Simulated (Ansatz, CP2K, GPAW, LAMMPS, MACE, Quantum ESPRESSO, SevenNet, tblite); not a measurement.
**Amorphous Ge (66 atoms) in other programs, against a plane-wave reference**

Wanted: errors and costs of other methods on amorphous Ge (66 atoms). A plane-wave run serves as the reference.

Main program and level: Ansatz 0.2.0; Kohn-Sham DFT, PBE, PAW, plane waves.

## (1) Starting point

The cell holds 66 atoms: 66 Ge. Cell: a = 11.531 Å, b = 11.531 Å, c = 11.531 Å, α = 90.0°, β = 90.0°, γ = 90.0°. 66 atoms (66 Ge) placed at random at 5.19 g/cm³, melted at 3500 K for 10 ps at fixed volume with the Tersoff potential (Tersoff, Phys. Rev. B 39, 5566 (1989)). Quenched from 3500 K to 300 K at 5 K/ps and fixed volume, held 5 ps, then minimised at fixed cell.

## (2) Reference: Ansatz, plane waves

The PAW files are the set soft_2.

input.yaml reads:

```yaml
crystal:
  lattice:
    - [11.5315, 0.0, 0.0]
    - [0.0, 11.5315, 0.0]
    - [0.0, 0.0, 11.5315]
  atoms:
    - { symbol: Ge, position: [0.77655, 0.64714, 0.95623] }
    - { symbol: Ge, position: [0.45976, 0.05999, 0.09833] }
    - { symbol: Ge, position: [0.32775, 0.37773, 0.78687] }
    - { symbol: Ge, position: [0.70793, 0.98233, 0.31808] }
    [... 56 atom lines left out ...]
    - { symbol: Ge, position: [0.45114, 0.49041, 0.01909] }
    - { symbol: Ge, position: [0.03414, 0.22409, 0.95382] }
    - { symbol: Ge, position: [0.17155, 0.95003, 0.42683] }
    - { symbol: Ge, position: [0.32288, 0.23559, 0.11964] }
    - { symbol: Ge, position: [0.06517, 0.08656, 0.79992] }
    - { symbol: Ge, position: [0.80214, 0.45797, 0.07641] }
kpoints:
  mp_grid: { grid: [1, 1, 1] }
hamiltonian:
  xc: pbe
scf:
  occupations: { method: fermi_dirac, width: 0.05 }
output:
  forces: true
  eigenvalues: true
  populations: true
  stress: true
```

Launch:

```bash
$ ansatz run input.yaml --threads 4 --pin off --max-ram 8192MiB --backend cpu --events-out ev --progress --plain --runs-dir out
```

Numbers of over 12 decimals in the logs are rounded to 6 here.

Output:

```text
[...]
Pseudopotentials: kind: paw
Pseudopotential: Ge, paw, valence charge 14, recommended cutoff 420 eV (normal), Ge.paw.azcp
[... 5 lines on functional and potentials left out ...]
Crystal: 66 atoms, lattice volume = 1533.407 Å³
Basis set: ecut = 420 eV, 30047 PW (Γ), exchange–correlation on 160×160×160 points (8 copies of the dense FFT grid, shifted against one another)
Bands: 555, of which v1, the nominal top of the filled ones, is band 462 counted from 1 (461 counted from 0)
Symmetry: 1 space group operations
Space group: P1 (ITA 1), of the structure as read, at distance tolerance 1.2e-4 Å
k-points: 1
[... 3 lines on functional and potentials left out ...]
Initial density: superposition of atomic densities (neutral atoms: chi_scale 0, normalization atom), corrected by the library's trained network
Initial wavefunctions: pseudopotential atomic-orbital guess
[...]
SCF iter   1: F=—  HF=-283452.872771 eV  |F-HF|=—  |Δ(HF+E_count)|=         —  Δρ=3.63e-3  dr2=6.20e-1  ethr=1.77e-3  ⟨swp⟩=5.0  Hψ=1816  notcnv=0  defer=59
preconditioner: auto → LDOS  [insulator: Δε(μ)=0.133 eV  Ē_g=22.175 eV  σ=0.050 eV  W_gap=0.58  n_scr=436 (ndim 8)  ℏωp=28.8 eV  f_vac=0.085  D(μ)=23.31/eV (n_scr^D=122)  ε∞_Penn≈2.7  β→1.0]
[...]
SCF iter   9: F=—  HF=-283452.742599 eV  |F-HF|=—  |Δ(HF+E_count)|=   1.63e-9  Δρ=2.48e-6  dr2=2.28e-7  ethr=1.32e-10  ⟨swp⟩=2.0  Hψ=935  notcnv=0  defer=75
SCF iter  10: F=-283452.742599 eV  HF=-283452.742599 eV  |F-HF|=2.77e-8  |Δ(HF+E_count)|=   1.51e-9  Δρ=8.68e-7  dr2=3.65e-8  ethr=1.08e-11  ⟨swp⟩=10.0  Hψ=2343  notcnv=0
SCF 1 converged in 10 iterations: F = -283452.742599 eV  dr2 = 3.65e-8
[...]
SCF converged after 10 iterations
Free energy (F): -283452.742599 eV
Harris-Foulkes:  -283452.742599 eV  (|F-HF|=2.77e-8)
Internal energy: -283452.523950 eV  (E = F + TS)
E sigma→0 (E₀):  -283452.633275 eV
Entropy (-TS):   -0.218649 eV (-3.313 meV/atom)
Fermi energy:    7.942171 eV
--- Per-component energies (eV) ---
[...]
Σ components = -283452.742599   (vs F -283452.742599, Δ=0.00e0)
--- Forces (eV/Å), atoms counted from 1 ---
  atom   1  Ge     0.16512557     0.02239241     0.14549141
  atom   2  Ge    -0.25228923     0.10458353     0.35134290
  atom   3  Ge     0.12595121    -0.17430660     0.08888881
  atom   4  Ge    -0.25053100     0.36389020     0.27401541
[...]
atom  66  Ge     0.09301548    -0.18538085    -0.13574518
  max |Σ_I F_I| component: 9.12e-6 eV/Å
--- Stress (GPa, compression-positive) ---
        3.805850       0.270603       0.247220
        0.270603       3.814794       1.069236
        0.247220       1.069236       1.426857
  P = ⅓ Tr σ = 3.0158 GPa (30.158 kbar)
--- Band table (eV) ---
  k-point 0: bands = ["-16.7808", "-16.7790", "-16.7664", "-16.7539", [... 539 levels ...], "13.1405", "13.1834", "13.2312", "13.2650", "13.3147", "13.3593", "13.3954", "13.4618", "13.4843", "13.5803", "13.6064", "13.6167"]
--- Löwdin populations: 66 sites ---
  site symbol       q [e]
     0     Ge     13.9455
     1     Ge     13.9948
     2     Ge     13.9732
[...]
65     Ge     14.0055
  spilling = 0.001670 (of n_electrons = 924.000000)
```

Elapsed: 41 s, on 4 threads of Intel Xeon Platinum 8259CL at 2.50GHz (Skylake/Cascade Lake), shared host; peak memory 2.4 GiB.

Read from the output:

```
free energy                             : -283452.7426 eV
free energy per atom                    : -4294.7385 eV/atom
SCF cycles                              : 10
pressure                                : 3.016 GPa
r.m.s. force component                  : 0.2307 eV/Å
longest force                           : 0.7496 eV/Å
Fermi energy                            : 7.942 eV
levels partly filled by over 2 per cent : 4
spilling of the projection              : 0.00167
```

Neighbours are counted within 2.98 Å (Ge-Ge).

Length of the force by element and coordination:

```csv
element,coordination,atoms,mean length of the force (eV/Å),spread,least,most
Ge,all,66,0.371,0.149,0.0732,0.750
Ge,4,54,0.378,0.155,0.0732,0.750
Ge,5,12,0.338,0.114,0.182,0.635
```

The mean of these charges, 0.023 e, is only the charge that the projection spills.

Löwdin charges by element and coordination (they lack the spilled electrons, 0.023 e an atom on average):

```csv
element,coordination,atoms,mean charge (e),spread,least,most
Ge,all,66,0.0234,0.0235,-0.0423,0.0904
Ge,4,54,0.0264,0.0207,-0.0095,0.0904
Ge,5,12,0.0098,0.0297,-0.0423,0.0656
```

The levels nearest the highest filled one (over half full), pooled over k-points and spins:

```csv
level less the highest filled one (eV),occupation
-0.428,2
-0.394,2
-0.255,2.00
-0.173,1.98
-0.0412,1.71
0,1.44
0.101,0.51
0.126,0.342
0.265,0.026
0.468,0
0.520,0
0.586,0
```

## (3) Local order

Density 5.19 g/cm³, 23.23 Å³ an atom.

Pair distribution function in bins of 0.1 Å:

```csv
r (Å),total
2.25,0.00
2.35,0.10
2.45,6.33
2.55,4.33
2.65,0.89
2.75,0.45
2.85,0.14
2.95,0.00
3.05,0.06
3.15,0.12
3.25,0.21
3.35,0.25
3.45,0.09
3.55,0.40
3.65,0.96
3.75,1.56
3.85,1.93
3.95,1.72
4.05,2.55
4.15,1.66
4.25,1.71
4.35,1.45
4.45,0.93
4.55,1.06
4.65,0.80
4.75,0.80
4.85,0.76
4.95,0.89
5.05,0.79
5.15,0.59
5.25,0.85
5.35,0.65
5.45,0.68
5.55,0.86
5.65,0.76
5.75,0.81
```

Bonds by pair of elements; cutoffs follow the first minimum of g(r), held within bounds set by covalent radii, and pairs that aren't listed don't count as bonded:

```csv
pair A-B,cutoff (Å),bonds,mean length (Å),spread (Å),shortest (Å),B about A,A about B
Ge-Ge,2.98,138,2.52,0.087,2.39,4.18,4.18
```

How many atoms have how many bonded neighbours:

```csv
element,mean,4,5
Ge,4.18,54,12
```

Rings of the network by King's shortest-path rule, up to 12 atoms, one path for each pair of neighbours; H, halogens, alkali and alkaline-earth atoms are left out, and the last column divides by all other atoms, bonded or not:

```csv
ring size (atoms),rings,per network atom
3,3,0.045
4,3,0.045
5,38,0.576
6,74,1.12
7,25,0.379
8,3,0.045
```

## (4) The other programs

The programs:
- CP2K 2026.2: Gaussian basis with GTH pseudopotentials and a plane-wave density; labels give functional, basis (MOLOPT sets; SR short-range, UZH the newer set with its own potentials), grid cutoff/relative cutoff and solver (OT: orbital transformation; TRS4, TC2, SIGN: linear-scaling purification with its sparsity filter), or its built-in tight binding.
- GPAW 26.7.0: PAW with atomic orbitals (LCAO), plane waves or a real-space grid of spacing h.
- MACE: machine-learned potential, published weights.
- Quantum ESPRESSO 7.5: plane waves; labels (QE) give functional, pseudopotential set and cutoffs of waves/density.
- SevenNet: machine-learned potential, published weights.
- tblite 0.8.0: extended tight binding, driven from Python.

All use the same cell and atoms; the electronic-structure runs use the same k-mesh, and an electronic temperature of 580 K (0.05 eV) where levels are smeared.

Differences are against the plane-wave reference, forces as r.m.s. over components; share is that over the reference's r.m.s. force, slope the least-squares factor from reference forces to these. Total energies of different programs have different zeros and aren't compared.

```csv
run,"Δ force, r.m.s. (meV/Å)",share (%),slope,Δ pressure (GPa),cores,CPU time,memory (GiB)
reference,-,-,-,-,4,2.4 min,2.4
"CP2K PBE, DZVP-MOLOPT (SR for Ge), 350/50 Ry, diagonalisation",25.0,10.8,1.012,0.846,2,3.6 min,2.2
"CP2K PBE, DZVP-UZH, 122/50 Ry, diagonalisation (coarse)",28.9,12.5,1.017,0.608,2,3 min,0.81
"CP2K PBE, DZVP-UZH, 350/20 Ry, diagonalisation (coarse)",31.6,13.7,1.021,0.69,2,3.5 min,2.2
"CP2K PBE, DZVP-UZH, 350/50 Ry, diagonalisation",28.9,12.5,1.017,0.608,2,5.2 min,2.2
"CP2K PBE, DZVP-UZH, 489/50 Ry, diagonalisation",28.9,12.5,1.017,0.608,4,8.3 min,5.0
"CP2K PBE, TZV2P-UZH, 350/50 Ry, diagonalisation",12.4,5.39,1.022,0.446,4,18 min,5.0
"CP2K TPSS, PBE potentials, DZVP-UZH, 350/50 Ry, diagonalisation",39.6,17.2,1.043,0.830,4,14 min,3.8
"GPAW PBE, LCAO dzp, h 0.2 Å",45.4,19.7,1.097,-,1,5.6 min,1.3
"GPAW PBE, LCAO dzp, h 0.2 Å, other mixer settings",44.7,19.4,1.096,-,1,7.1 min,1.3
"GPAW PBE, LCAO sz(dzp), h 0.2 Å (coarse)",144,62.5,1.315,-,1,94 s,1.0
"GPAW PBE, LCAO szp(dzp), h 0.2 Å (coarse)",116,50.3,1.252,-,1,4.2 min,1.3
MACE MP-0b3 medium potential,174,75.5,0.409,-1.77,1,14 s,0.8
MACE MPA-0 medium potential,166,72.0,0.503,-0.888,1,12 s,0.81
"QE PBE+D3(BJ), sssp-1.3.0-efficiency, 45/360 Ry",9.15,3.97,0.992,-2.19,4,23 min,4.7
"QE PBE, sssp-1.3.0-efficiency, 45/360 Ry",2.34,1.02,1.000,-0.226,4,24 min,4.7
SevenNet 0 potential,184,79.9,0.380,-1.19,1,14 s,0.7
tblite GFN1-xTB,122,52.9,0.663,0.919,1,19 s,0.14
```

Rows marked coarse were listed beforehand as settings not expected to be converged; some can still land near the reference.

Times of the machine-learned potentials are mostly Python's start and the loading of weights.

CPU time is summed over cores on a shared host, where runs went side by side, so it is rough. Symmetry, cutoffs, thresholds, outputs and thread counts weren't matched or tuned between programs; memory under MPI is the largest rank's times the ranks.

Runs without a result: CP2K GFN1-xTB, diagonalisation (not converged).

Within one program, basis, potentials and functional, energies share a zero. Each run against its twin at the usual cutoff or grid and solver:

```csv
run,twin,Δ energy (meV/atom),"Δ force, r.m.s. (meV/Å)",CPU time over the twin's
"CP2K PBE, DZVP-UZH, 122/50 Ry, diagonalisation","DZVP-UZH, 350/50 Ry, diagonalisation",0.0051,0.751,0.58
"CP2K PBE, DZVP-UZH, 350/20 Ry, diagonalisation","DZVP-UZH, 350/50 Ry, diagonalisation",-2.08,12.2,0.67
"CP2K PBE, DZVP-UZH, 489/50 Ry, diagonalisation","DZVP-UZH, 350/50 Ry, diagonalisation",1.0e-4,0.002,1.6 (this twin ran on 2 cores)
"GPAW PBE, LCAO dzp, h 0.2 Å, other mixer settings","LCAO dzp, h 0.2 Å",1.0e-4,2.01,1.3
```

## (5) Outcome

```json
{
 "reference r.m.s. force component": "0.231 eV/Å",
 "nearest in forces": "QE PBE, sssp-1.3.0-efficiency, 45/360 Ry, 1.0 %",
 "farthest in forces": "SevenNet 0 potential, 80 %",
 "cheapest electronic-structure run beside the reference": "tblite GFN1-xTB, 19 s of CPU time"
}
```

PBE on plane waves or a grid with other potentials, cutoffs or grids, coarse settings apart, differs from the reference by 1.0 % (QE PBE, sssp-1.3.0-efficiency, 45/360 Ry) of the r.m.s. force; this holds the reference's own error, so differences of a few per cent don't tell which side is nearer the exact PBE result (QE's 45 Ry are 612 eV, against the reference's 420 eV). The PBE runs in local orbitals, coarse settings apart, differ by 5.4 % (CP2K PBE, TZV2P-UZH, 350/50 Ry, diagonalisation) to 20 % (GPAW PBE, LCAO dzp, h 0.2 Å); basis, grid and potentials can all enter. Tight binding differs by 53 % (tblite GFN1-xTB); it is another model, with fitted parameters of its own, and the xTB methods hold dispersion. Machine-learned potentials differ by 72 % (MACE MPA-0 medium potential) to 80 % (SevenNet 0 potential); they were trained on other programs' data. The cause of differences this large wasn't tested. Among those trained on PBE data the slope goes as low as 0.38, with a correlation of 0.60, so directions differ as well as sizes. Rows with another functional or a dispersion term differ by 4.0 % (QE PBE+D3(BJ), sssp-1.3.0-efficiency, 45/360 Ry) to 17 % (CP2K TPSS, PBE potentials, DZVP-UZH, 350/50 Ry, diagonalisation), which mixes the change of model with differences of basis and potentials, some of them made for another functional. Runs with settings chosen to be coarse differ by 13 % (CP2K PBE, DZVP-UZH, 122/50 Ry, diagonalisation) to 62 % (GPAW PBE, LCAO sz(dzp), h 0.2 Å), their programs' other errors included. One electronic-structure run takes under half the reference's CPU time: tblite GFN1-xTB, at 53 % in 19 s against 2.4 min. In the reference: counting bands leaves a spacing of only 0.10 eV (at Γ alone), which the smearing bridges: 4 levels are partly filled by over 2 %, so a gap, if any, is small at this level. In the reference: Löwdin charges run from -0.04 to +0.09 e, about a mean that is the spilled charge alone. Periodic xTB results under one method name differ between programs and library versions. The potentials hold different valence shells: 924 electrons in the reference, 264 in GPAW and 264 in CP2K with DZVP-MOLOPT; this bears on time and differences. GPAW's setups keep the filled d shell of Ge in the core. Machine-learned potentials mimic data converged in k, so the reference's own k-point error enters their differences. The quench rate of 5 K/ps is many orders above laboratory rates, so the cell is likely richer in defects and strain than a real sample. The network of bonds at the start is that of the classical potential that made the cell, and needn't be the one that DFT or experiment would give. The reference's pressure of 3.0 GPa belongs to a cell and atoms that aren't relaxed at this level. The electronic-structure runs sample only Γ, in a cell whose shortest periodic width is 12 Å, which is coarse for a cell with partly filled levels.

[Also dropped from logs without a mark: logging warnings of Python, and SIESTA's first energy breakdown and zero terms.]

[Logs are printed without paths, hosts, clocks, repeated set-up lines and the standing remarks that a program may print on its own settings, such as how far it seeks lower states.]

[Hosts, paths, dates, database ids (printed as entryN), source tags and the programs' standing remarks are cut or masked in the printed files.]
